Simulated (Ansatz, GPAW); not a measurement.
# From spin parameters to the magnetic ion

The database entry behind the starting cell differs from later determinations by our own check (an axis about 0.2 % short against later determinations), so it need not match the best structure at ambient conditions.

A crystal has the composition MS, where M is a 3d element. A calculation (PBE+U, spin-orbit coupling in second variation, Ansatz) gives:

```
S                    : 5/2
g                    : 2.0027 (isotropic)
moment in its sphere : 4.50 μB
```

Q: Name the magnetic ion and its oxidation state.

The crystal is MnS, space group Fm-3m. The spin sits on Mn, with 6 S at 2.60 Å round it. With the usual charges of the other elements M must be +2. The high-spin ion of that charge with S = 5/2 in this row is Mn²⁺ high-spin d⁵. Low-spin ions are left aside. The shift from the free-electron value is small, as for a half-filled shell without orbital momentum.

[Logs are printed without paths, hosts, clocks, repeated set-up lines and the standing remarks that a program may print on its own settings, such as how far it seeks lower states.]

[Hosts, paths, dates, database ids (printed as entryN), source tags and the programs' standing remarks are cut or masked in the printed files.]
